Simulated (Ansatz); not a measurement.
# YCrB4 (Pbam): band gap by G0W0 on LDA, part 2 of 3

Wanted: the gap of YCrB4 (Pbam) with a many-body correction, and the time that it takes.

Ansatz 0.2.0; LDA, then G0W0 on it, plane waves, PAW. Known limits of the many-body steps: finite bands, screening cutoff and k mesh; no spin-orbit coupling in G0W0; no spin polarisation; large ε∞ on the G0W0 mesh.

So far: Starting point; Relaxing the structure.

## Step 3: The LDA band structure

Level of this step: DFT, LDA, plane waves, PAW (Ansatz).

Levels along a band path and on the mesh show where this functional puts the band edges.

File input.yaml:

```yaml
crystal:
  lattice:
    - [5.972, 0.0, 0.0]
    - [0.0, 11.46, 0.0]
    - [0.0, 0.0, 3.461]
  atoms:
    - { symbol: "Y", position: [0.1241200588, 0.1503666468, 0.0] }
    - { symbol: "Y", position: [0.8758799412, 0.8496333532, 0.0] }
    - { symbol: "Y", position: [0.6241200588, 0.3496333532, 0.0] }
    - { symbol: "Y", position: [0.3758799412, 0.6503666468, 0.0] }
    - { symbol: Cr, position: [0.1201299695, 0.421778839, 0.0] }
    - { symbol: Cr, position: [0.8798700305, 0.578221161, 0.0] }
    - { symbol: Cr, position: [0.6201299695, 0.078221161, 0.0] }
    - { symbol: Cr, position: [0.3798700305, 0.921778839, 0.0] }
    - { symbol: B, position: [0.2788786994, 0.3166664433, 0.5] }
    - { symbol: B, position: [0.7211213006, 0.6833335567, 0.5] }
    - { symbol: B, position: [0.7788786994, 0.1833335567, 0.5] }
    - { symbol: B, position: [0.2211213006, 0.8166664433, 0.5] }
    - { symbol: B, position: [0.4755978637, 0.1912257198, 0.5] }
    - { symbol: B, position: [0.5244021363, 0.8087742802, 0.5] }
    - { symbol: B, position: [0.9755978637, 0.3087742802, 0.5] }
    - { symbol: B, position: [0.0244021363, 0.6912257198, 0.5] }
    - { symbol: B, position: [0.3876900752, 0.0465439877, 0.5] }
    - { symbol: B, position: [0.6123099248, 0.9534560123, 0.5] }
    - { symbol: B, position: [0.8876900752, 0.4534560123, 0.5] }
    - { symbol: B, position: [0.1123099248, 0.5465439877, 0.5] }
    - { symbol: B, position: [0.3611603252, 0.4674623972, 0.5] }
    - { symbol: B, position: [0.6388396748, 0.5325376028, 0.5] }
    - { symbol: B, position: [0.8611603252, 0.0325376028, 0.5] }
    - { symbol: B, position: [0.1388396748, 0.9674623972, 0.5] }
kpoints:
  mp_grid: { grid: [4, 2, 6] }
  band_path:
    path:
      - [[0.0, 0.0, 0.0], [0.5, 0.0, 0.0], [0.5, 0.5, 0.0], [0.0, 0.5, 0.0], [0.0, 0.0, 0.0], [0.0, 0.0, 0.5], [0.5, 0.0, 0.5], [0.5, 0.5, 0.5], [0.0, 0.5, 0.5], [0.0, 0.0, 0.5]]
      - [[0.5, 0.0, 0.0], [0.5, 0.0, 0.5]]
      - [[0.0, 0.5, 0.0], [0.0, 0.5, 0.5]]
      - [[0.5, 0.5, 0.0], [0.5, 0.5, 0.5]]
    npoints: 10
hamiltonian:
  xc: lda
scf:
  occupations: { method: fermi_dirac, width: 0.02 }
  n_extra_bands: 12
output:
  eigenvalues: true
  forces: true
  stress: true
  write_density: true
  write_potential: true
  elf: true
  volumetric_format: npy
```

Run with:

```console
> ansatz run input.yaml --threads 2 --pin off --max-ram 92160MiB --backend cuda --events-out ev --progress --plain --runs-dir out --devices 1 --max-vram 13GiB
```

Numbers of over 12 decimals in the logs are rounded to 6 here.

Output:

```text
[...]
GPUs: using 1 of 1 available (devices: 1).
[...]
GPU FFT provider: cuFFT
GPU libraries: cuBLAS 13.8.2, cuFFT 12.4.0, cuSOLVER 12.3.4
Crystal: 24 atoms, lattice volume = 236.868 Å³
Basis set: ecut = 420 eV, 4603 PW (Γ)
Bands: 86, of which v1, the nominal top of the filled ones, is band 74 counted from 1 (73 counted from 0)
Symmetry: 8 space group operations
[...]
k-points: 24 of 48
[...]
GPU buffer pool allocated for 76800 grid points (all kernels)
[...]
SCF iter   1: F=—  HF=-30687.693966 eV  |F-HF|=—  |Δ(HF+E_count)|=         —  Δρ=1.04e-2  dr2=2.65e-1  ethr=1.77e-3  ⟨swp⟩=5.0  Hψ=7671  notcnv=0
[...]
SCF iter   7: F=-30687.633563 eV  HF=-30687.633563 eV  |F-HF|=2.27e-8  |Δ(HF+E_count)|=   4.76e-8  Δρ=4.61e-6  dr2=2.26e-8  ethr=6.76e-11  ⟨swp⟩=15.1  Hψ=20774  notcnv=0
SCF 1 converged in 7 iterations: F = -30687.633563 eV  dr2 = 2.26e-8
[...]
NSCF: frozen V_eff on 124 k-points
SCF converged after 7 iterations
Free energy (F): -30687.633563 eV
[...]
Internal energy: -30687.633272 eV  (E = F + TS)
E sigma→0 (E₀):  -30687.633418 eV
Entropy (-TS):   -0.000292 eV (-0.012 meV/atom)
Fermi energy:    13.558331 eV
[...]
--- Forces (eV/Å), atoms counted from 1 ---
  atom   1  Y      0.00238144     0.00145024    -0.00000000
  atom   2  Y     -0.00238144    -0.00145024     0.00000000
  atom   3  Y      0.00238144    -0.00145024    -0.00000000
  atom   4  Y     -0.00238144     0.00145024     0.00000000
  atom   5  Cr     0.00059506    -0.00630473    -0.00000000
  atom   6  Cr    -0.00059506     0.00630473     0.00000000
  atom   7  Cr     0.00059506     0.00630473    -0.00000000
  atom   8  Cr    -0.00059506    -0.00630473     0.00000000
  atom   9  B      0.00096883     0.00064819    -0.00000000
  atom  10  B     -0.00096883    -0.00064819     0.00000000
  atom  11  B      0.00096883    -0.00064819    -0.00000000
  atom  12  B     -0.00096883     0.00064819     0.00000000
  atom  13  B     -0.00200408     0.00068598     0.00000000
  atom  14  B      0.00200408    -0.00068598    -0.00000000
  atom  15  B     -0.00200408    -0.00068598     0.00000000
  atom  16  B      0.00200408     0.00068598    -0.00000000
  atom  17  B     -0.00062799     0.00108019     0.00000000
  atom  18  B      0.00062799    -0.00108019    -0.00000000
  atom  19  B     -0.00062799    -0.00108019     0.00000000
  atom  20  B      0.00062799     0.00108019    -0.00000000
  atom  21  B     -0.00124365     0.00103205     0.00000000
  atom  22  B      0.00124365    -0.00103205    -0.00000000
  atom  23  B     -0.00124365    -0.00103205     0.00000000
  atom  24  B      0.00124365     0.00103205    -0.00000000
  max |Σ_I F_I| component: 1.30e-18 eV/Å
--- Stress (GPa, compression-positive) ---
      -13.560132      -0.000000      -0.000000
       -0.000000     -10.888128      -0.000000
       -0.000000      -0.000000     -12.969070
  P = ⅓ Tr σ = -12.4724 GPa (-124.724 kbar)
--- Band table (eV; the first three rows and the last of 24) ---
  k-point 0: bands = [... 70 lower, 12.4133, 12.9805, 13.1838, 13.2068, 14.3577, 14.3862, 14.6713, 14.7388, ... 8 higher]
  k-point 1: bands = [... 70 lower, 12.5512, 13.0331, 13.1013, 13.1922, 13.8435, 14.2220, 14.3545, 14.4124, ... 8 higher]
  k-point 2: bands = [... 70 lower, 12.4476, 12.9900, 13.0237, 13.1175, 13.6452, 13.9132, 14.1398, 14.2387, ... 8 higher]
  k-point 23: bands = [... 70 lower, 12.0632, 12.0632, 13.0195, 13.0195, 13.7529, 13.7529, 14.6456, 14.6456, ... 8 higher]
```

Run time: 29 s. Hardware: 1 × NVIDIA H100 80GB HBM3 (shared by 6 runs) with 2 threads of AMD EPYC 7R13 (Zen 3), shared host; peak memory 1.2 GiB; 39 s of CPU time.

The column dr2 measures how far the density is from self-consistency, as an energy; F and HF (Harris–Foulkes) agree once it is small.

Numbers from this step:

```
pressure             : -12.47 GPa
filled bands         : 74
gap                  : 0.1705 eV
valence top at       : k = (0.250, 0.000, 0.000)
conduction bottom at : k = (0.000, 0.000, 0.333)
least direct gap     : 0.2356 eV
```

Over mesh and path the gap is 0.170 eV, from k = (0.250, 0.000, 0.000) to k = (0.000, 0.000, 0.333). The least direct gap found is 0.236 eV, at k = (0.250, 0.000, 0.000). The pressure in this cell is -12 GPa; the cell is kept.

Electronic bands along the path, in eV, zero at the top of the highest nominally filled band:

```csv
point,band 71,band 72,band 73,band 74,band 75,band 76,band 77,band 78
Γ,-1.06,-0.49,-0.29,-0.27,0.88,0.91,1.20,1.26
halfway,-0.65,-0.41,-0.33,0.00,0.24,0.69,0.94,1.01
X,-0.60,-0.60,-0.11,-0.11,0.31,0.31,0.87,0.87
halfway,-0.71,-0.71,-0.10,-0.10,0.49,0.49,0.82,0.82
S,-0.81,-0.81,-0.09,-0.09,0.70,0.70,0.78,0.78
halfway,-0.83,-0.83,-0.11,-0.11,0.57,0.57,1.03,1.03
Y,-1.05,-1.05,-0.23,-0.23,1.00,1.00,1.03,1.03
halfway,-1.14,-0.71,-0.26,-0.22,0.95,0.98,1.06,1.12
Γ,-1.06,-0.49,-0.29,-0.27,0.88,0.91,1.20,1.26
halfway,-1.06,-0.46,-0.39,-0.30,0.20,0.69,0.83,1.05
Z,-0.81,-0.55,-0.48,-0.45,0.22,0.25,0.27,0.37
halfway,-1.16,-0.81,-0.49,-0.47,0.26,0.27,0.86,0.87
U,-1.23,-1.23,-0.47,-0.47,0.27,0.27,1.13,1.13
halfway,-1.31,-1.31,-0.46,-0.46,0.28,0.28,1.15,1.15
R,-1.41,-1.41,-0.46,-0.46,0.28,0.28,1.17,1.17
halfway,-1.08,-1.08,-0.46,-0.46,0.27,0.27,0.98,0.98
T,-0.95,-0.95,-0.45,-0.45,0.25,0.25,0.78,0.78
halfway,-0.88,-0.74,-0.47,-0.45,0.25,0.25,0.41,0.61
Z,-0.81,-0.55,-0.48,-0.45,0.22,0.25,0.27,0.37
jump to X,-0.60,-0.60,-0.11,-0.11,0.31,0.31,0.87,0.87
halfway,-1.03,-1.03,-0.39,-0.39,0.60,0.60,0.81,0.81
U,-1.23,-1.23,-0.47,-0.47,0.27,0.27,1.13,1.13
jump to Y,-1.05,-1.05,-0.23,-0.23,1.00,1.00,1.03,1.03
halfway,-0.74,-0.74,-0.30,-0.30,0.37,0.37,0.87,0.87
T,-0.95,-0.95,-0.45,-0.45,0.25,0.25,0.78,0.78
jump to S,-0.81,-0.81,-0.09,-0.09,0.70,0.70,0.78,0.78
```

Valence density in the bc plane at fractional x = 0.112, with atoms of Y and Cr and B within 0.2 Å of it. It is the smooth field of the valence electrons, not physical close to the nuclei.

Ten steps, logarithmic in the rise over the least value, from '0' (0 e/Å³) to '9' (17 e/Å³), each cell a mean:
```
00356653101379852111000000000000
10135542111245532211111000111111
21112211122212222222222221111222
32100001223211123233322322222232
32100001233211123233333333222322
21100001122211123332222222222222
11123321112223322221111111111111
00246653111267742111100000000110
01356664101489962111000000000000
```
Columns run along b (11.5 Å), rows up along c (3.5 Å). Atoms in or near the plane, at fractional coordinates: Y at (0.15, 0.00), Cr at (0.42, 0.00), B at (0.55, 0.50), B at (0.97, 0.50).

ELF in the bc plane at fractional x = 0.112, with atoms of Y and Cr and B within 0.2 Å of it. It is the smooth field of the valence electrons, not physical close to the nuclei.

Ten even steps from '0' (0.03) to '9' (0.92), each cell a mean:
```
21588796122269842432222111111233
41268872254224413554444443334565
64113311477511136667766777567765
46410013788631254127865898668721
46420014788631253017964898568610
55211102688621255347865787667743
52136741366312125666655665445666
31389984133147622443333222122344
11696686111279952432111110011133
```
Columns run along b (11.5 Å), rows up along c (3.5 Å). Atoms in or near the plane, at fractional coordinates: Y at (0.15, 0.00), Cr at (0.42, 0.00), B at (0.55, 0.50), B at (0.97, 0.50).

## Step 4: One-shot GW

G0W0 replaces the xc potential by a self-energy built once from the orbitals of the start. Levels are corrected in the window of bands that the input names, at points of the mesh.

This step: G0W0 on LDA, plane waves, PAW.

input.yaml, as its differences from that of step 3:

```diff
@@ -31,10 +31,3 @@
 kpoints:
-  mp_grid: { grid: [4, 2, 6] }
-  band_path:
-    path:
-      - [[0.0, 0.0, 0.0], [0.5, 0.0, 0.0], [0.5, 0.5, 0.0], [0.0, 0.5, 0.0], [0.0, 0.0, 0.0], [0.0, 0.0, 0.5], [0.5, 0.0, 0.5], [0.5, 0.5, 0.5], [0.0, 0.5, 0.5], [0.0, 0.0, 0.5]]
-      - [[0.5, 0.0, 0.0], [0.5, 0.0, 0.5]]
-      - [[0.0, 0.5, 0.0], [0.0, 0.5, 0.5]]
-      - [[0.5, 0.5, 0.0], [0.5, 0.5, 0.5]]
-    npoints: 10
+  mp_grid: { grid: [2, 2, 4] }
 hamiltonian:
@@ -42,11 +35,8 @@
 scf:
-  occupations: { method: fermi_dirac, width: 0.02 }
-  n_extra_bands: 12
-output:
-  eigenvalues: true
-  forces: true
-  stress: true
-  write_density: true
-  write_potential: true
-  elf: true
-  volumetric_format: npy
+  occupations: { method: fixed }
+gw:
+  n_empty_bands: 988
+  ecut_chi: 150.0
+  qp_bands: [v4, c4]
+  qp_kpoints: band_edges
+  screening: { model: contour_deformation }
```

Output:

```text
GPUs: using 1 of 1 available (devices: 1).
[...]
GPU FFT provider: cuFFT
GPU libraries: cuBLAS 13.8.2, cuFFT 12.4.0, cuSOLVER 12.3.4
Crystal: 24 atoms, lattice volume = 236.868 Å³
Basis set: ecut = 420 eV, 4603 PW (Γ)
Bands: 98, of which v1, the nominal top of the filled ones, is band 74 counted from 1 (73 counted from 0)
Symmetry: 8 space group operations
[...]
k-points: 12 of 16
[...]
GPU buffer pool allocated for 76800 grid points (all kernels)
[...]
SCF iter   1: F=—  HF=-30687.655765 eV  |F-HF|=—  |Δ(HF+E_count)|=         —  Δρ=9.68e-3  dr2=2.00e-1  ethr=1.77e-3  ⟨swp⟩=3.5  Hψ=3703  notcnv=0  defer=224
[...]
SCF iter   8: F=-30687.602030 eV  HF=-30687.602030 eV  |F-HF|=2.83e-8  |Δ(HF+E_count)|=   5.44e-8  Δρ=3.45e-6  dr2=3.28e-8  ethr=6.76e-11  ⟨swp⟩=10.7  Hψ=4888  notcnv=0
SCF 1 converged in 8 iterations: F = -30687.602030 eV  dr2 = 3.28e-8
[...]
the band table was solved once the SCF had ended and its energy, with any forces and stress, was formed, with the checks that follow a solve (4283 applications of the Hamiltonian). They found nothing against the state; the energy, forces and stress were not computed again (output.eigenvalues in the input reference)
[...]
G₀W₀ screening: q 1/12
[... further progress lines ...]
[...]
SCF converged after 8 iterations
Free energy (F): -30687.602030 eV
[...]
Internal energy: -30687.602030 eV  (E = F + TS)
E sigma→0 (E₀):  -30687.602030 eV
Fermi energy:    13.374563 eV
[...]
--- Band table (eV; the first three rows and the last of 12) ---
  k-point 0: bands = [... 70 lower, 12.4055, 12.9703, 13.1771, 13.1951, 14.3467, 14.3716, 14.6564, 14.7348, ... 20 higher]
  k-point 1: bands = [... 70 lower, 12.4069, 13.0011, 13.0730, 13.1665, 13.6652, 14.1549, 14.2902, 14.5122, ... 20 higher]
  k-point 2: bands = [... 70 lower, 12.6670, 12.9140, 12.9808, 13.0099, 13.6866, 13.7089, 13.7298, 13.8277, ... 20 higher]
  k-point 11: bands = [... 70 lower, 12.0509, 12.0509, 13.0072, 13.0072, 13.7400, 13.7400, 14.6287, 14.6287, ... 20 higher]
--- G₀W₀: contour deformation, 8 samples at zero and on the imaginary axis and 1 off it, 16 q-points, 988 empty bands' worth ---
  eigenvalues of the whole cell's RPA ε∞ on this k-mesh (on a slab, of 1 + 4πα/V) = 40.3947, 41.4885, 46.8854; static W/v taken at q = 0 is 0.022544
  gw.qp_kpoints: band_edges: 12 of 12 stored k-points solved, in 1 pass; an edge of the gap read off the rows below is read off those points alone
    ik  band        ε_KS         Σx   Σc(E_QP)       V_xc       Z   E_QP_lin       E_QP  E_QP is
     0    71     12.4055   -19.9035     1.1821   -19.1969  0.6854    12.8964    12.8810  root
     0    72     12.9703   -19.8539     0.4992   -19.9171  0.6731    13.5183    13.5326  root
     0    73     13.1771   -18.2701     0.4097   -18.2684  0.7088    13.5805    13.5851  root
     0    74     13.1951   -21.5189     0.3906   -21.7269  0.6661    13.7855    13.7937  root
     0    75     14.3467   -15.9405    -3.8143   -20.3637  0.6947    14.9675    14.9557  root
     0    76     14.3716   -18.1789    -4.6285   -23.5714  0.6521    15.1419    15.1357  root
     0    77     14.6564   -18.2191    -3.9877   -22.9615  0.6745    15.4164    15.4111  root
     0    78     14.7348   -12.6033    -4.9063   -18.0445  0.7159    15.2769    15.2697  root
     1    71     12.4069   -20.5157     0.9325   -20.1387  0.6720    12.9577    12.9625  root
     1    72     13.0011   -22.9049     0.6055   -23.0330  0.6475    13.7149    13.7346  root
     1    73     13.0730   -21.6017     1.0014   -21.1353  0.6553    13.5939    13.6079  root
     1    74     13.1665   -21.9508     0.9691   -21.5801  0.6532    13.7522    13.7648  root
     1    75     13.6652   -16.9846    -3.7246   -21.3695  0.6772    14.3400    14.3256  root
     1    76     14.1549   -17.0982    -4.2141   -22.0299  0.6732    14.8666    14.8726  root
     1    77     14.2902   -18.4317    -5.3496   -24.6181  0.6444    15.1394    15.1269  root
     1    78     14.5122   -17.3279    -5.4634   -23.5601  0.6492    15.2843    15.2810  root
     2    71     12.6670   -14.7560     0.8540   -13.8298  0.7492    12.5948    12.5950  root
     2    72     12.9140   -25.1584     1.2503   -24.6659  0.6120    13.6385    13.6718  root
     2    73     12.9808   -25.1003     1.3635   -24.4903  0.6089    13.7022    13.7343  root
     2    74     13.0099   -21.7620     0.9173   -21.4671  0.6710    13.6210    13.6323  root
     2    75     13.6866   -16.1630    -4.8221   -21.7614  0.6991    14.4807    14.4630  root
     2    76     13.7089   -20.9209    -4.1954   -26.0439  0.6244    14.6548    14.6366  root
     2    77     13.7298   -20.6467    -4.2559   -25.8385  0.6286    14.6693    14.6658  root
     2    78     13.8277   -16.9051    -4.9430   -22.6695  0.6928    14.6688    14.6491  root
     3    71     12.4133   -19.6044     0.7445   -19.3821  0.6947    12.9422    12.9354  root
     3    72     12.4133   -19.6044     0.7445   -19.3821  0.6947    12.9422    12.9354  root
     3    73     13.2341   -20.6410     0.5243   -20.6729  0.6824    13.7829    13.7903  root
     3    74     13.2341   -20.6410     0.5243   -20.6729  0.6824    13.7829    13.7903  root
     3    75     14.4697   -12.2613    -4.5490   -17.2960  0.7256    14.9615    14.9553  root
     3    76     14.4697   -12.2613    -4.5490   -17.2960  0.7256    14.9615    14.9553  root
     3    77     14.4883   -18.0837    -4.4057   -23.2405  0.6598    15.2437    15.2394  root
     3    78     14.4883   -18.0837    -4.4057   -23.2405  0.6598    15.2437    15.2394  root
     4    71     12.7282   -21.0868     1.0747   -20.5424  0.6571    13.2471    13.2585  root
     4    72     12.7282   -21.0868     1.0747   -20.5424  0.6571    13.2471    13.2585  root
     4    73     13.1610   -21.6903     0.7753   -21.5128  0.6574    13.7466    13.7588  root
     4    74     13.1610   -21.6903     0.7753   -21.5128  0.6574    13.7466    13.7588  root
     4    75     13.8343   -16.8548    -3.9882   -21.5386  0.6782    14.5359    14.5299  root
     4    76     13.8343   -16.8548    -3.9882   -21.5386  0.6782    14.5359    14.5299  root
     4    77     14.3284   -18.0843    -5.1715   -24.0639  0.6545    15.1486    15.1364  root
     4    78     14.3284   -18.0843    -5.1715   -24.0639  0.6545    15.1486    15.1364  root
[...]
10    75     13.8452   -16.7092    -3.8650   -21.2295  0.6773    14.5061    14.5005  root
    10    76     13.8452   -16.7092    -3.8650   -21.2295  0.6773    14.5061    14.5005  root
    10    77     14.3032   -18.8000    -5.5908   -25.2611  0.6413    15.1937    15.1734  root
    10    78     14.3032   -18.8000    -5.5908   -25.2611  0.6413    15.1937    15.1734  root
    11    71     12.0509   -21.4711     1.9992   -19.9157  0.6763    12.4869    12.4947  root
    11    72     12.0509   -21.4711     1.9992   -19.9157  0.6763    12.4869    12.4947  root
    11    73     13.0072   -25.2712     1.2477   -24.7983  0.6110    13.7523    13.7820  root
    11    74     13.0072   -25.2712     1.2477   -24.7983  0.6110    13.7523    13.7820  root
    11    75     13.7400   -21.0115    -4.1913   -26.1439  0.6231    14.6845    14.6810  root
    11    76     13.7400   -21.0115    -4.1913   -26.1439  0.6231    14.6845    14.6810  root
    11    77     14.6287   -17.8450    -5.8135   -24.4767  0.6292    15.4283    15.4468  root
    11    78     14.6287   -17.8450    -5.8135   -24.4767  0.6292    15.4283    15.4468  root
```

It took 2.2 min on 1 × NVIDIA H100 80GB HBM3 (shared by 6 runs) with 2 threads; peak memory 4.3 GiB; 3.9 min of CPU time.

Numbers from this step:

```yaml
bands_summed: 1062
rpa_eps_infinity_on_this_mesh_eigenvalues: 40.39, 41.49, 46.89
plane_waves_in_the_screening_matrix: 987
q_points_in_the_mesh: 16
g0w0_gap_over_the_corrected_points: 0.3382 eV
k_of_the_valence_top: -0.5, -0.5, 0
k_of_the_conduction_bottom: 0, 0, 0.25
starting_gap_on_the_mesh: 0.2907 eV
z_at_the_valence_top: 0.6641
z_at_the_conduction_bottom: 0.6772
least_direct_g0w0_gap_over_the_corrected_points: 0.4469 eV
```

Over all 12 irreducible mesh points the G0W0 gap is 0.338 eV, from k = (-0.500, -0.500, 0.000) to k = (0.000, 0.000, 0.250). The LDA gap of this run on the mesh is 0.291 eV. The two states that bound the G0W0 gap lie that far apart at the start, so the correction of the gap is 0.338 − 0.291 = +0.047 eV. The start of this run differs from the step before in mesh (4×2×6 and 2×2×4) and occupations.

Labels follow the order of the start: v1 is the top filled band, c1 the lowest empty one; levels that stay degenerate share a row, the window can cut a multiplet, doubted levels are not marked in this list, bands outside the window were not corrected, and the list may be a part of the corrected levels. The levels before and after the correction (eV, zero at the valence-band top of each column):

```csv
,conduction bottom,valence top
Kohn-Sham,0.29,0.00
G0W0,0.34,0.00
```

```csv
,level,occupation,energy (eV)
Kohn-Sham,(0 0 0.25) v3,2,-0.374
Kohn-Sham,(0 0 0.25) v2,2,-0.302
Kohn-Sham,(0 0 0.25) v1,2,-0.208
Kohn-Sham,(0 0 0.25) c1,0,0.291
Kohn-Sham,(0 0 0.25) c2,0,0.780
Kohn-Sham,(0 0 0.25) c3,0,0.916
Kohn-Sham,(-0.5 -0.5 0) v3,2,-0.720
Kohn-Sham,(-0.5 -0.5 0) v2-v1,2,0.000
Kohn-Sham,(-0.5 -0.5 0) c1-c2,0,0.792
Kohn-Sham,(-0.5 -0.5 0) c3,0,0.867
G0W0,(0 0 0.25) v3,2,-0.253
G0W0,(0 0 0.25) v2,2,-0.379
G0W0,(0 0 0.25) v1,2,-0.223
G0W0,(0 0 0.25) c1,0,0.338
G0W0,(0 0 0.25) c2,0,0.885
G0W0,(0 0 0.25) c3,0,1.140
G0W0,(-0.5 -0.5 0) v3,2,-0.850
G0W0,(-0.5 -0.5 0) v2-v1,2,0.000
G0W0,(-0.5 -0.5 0) c1-c2,0,0.748
G0W0,(-0.5 -0.5 0) c3,0,0.972
```

The parts of the quasiparticle energy for the two states that bound the G0W0 gap, in eV on the run's own scale (QP = start + Σx + Σc − Vxc, with Σc at the quasiparticle energy):

```csv
edge,k,band,start,Σx,Σc,Vxc,Z,QP
valence top,"(-0.500, -0.500, 0.000)",73,13.375,−21.796,0.267,−22.142,0.664,13.987
conduction bottom,"(0.000, 0.000, 0.250)",75,13.665,−16.985,−3.725,−21.369,0.677,14.326
```

(Part 2 of 3 ends here.)

[Paths, hosts, dates, memory and timing lines, banners, echoed tables and standing remarks are left out of the program output.]

[Logs are printed without paths, hosts, clocks, repeated set-up lines and the standing remarks that a program may print on its own settings, such as how far it seeks lower states.]

[Runs of the session that timed out or met a known fault of the program may be left out.]

[Cells called generated may have been cut or substituted from an entry of the Crystallography Open Database or the Materials Project.]

[Hosts, paths, dates, database ids (printed as entryN), source tags and the programs' standing remarks are cut or masked in the printed files.]

[Where an RPA ε∞ is given, it is that of the G0W0 mesh and is not shown converged in it. Names of k-points follow the symmetry that the program found, which can be lower than the space group named. Band edges on a path are those of the sampled points; other points can move an edge, and change direct to indirect where valleys lie close.]

[Hybrid gaps are those of their k-mesh and are not shown converged in it.]
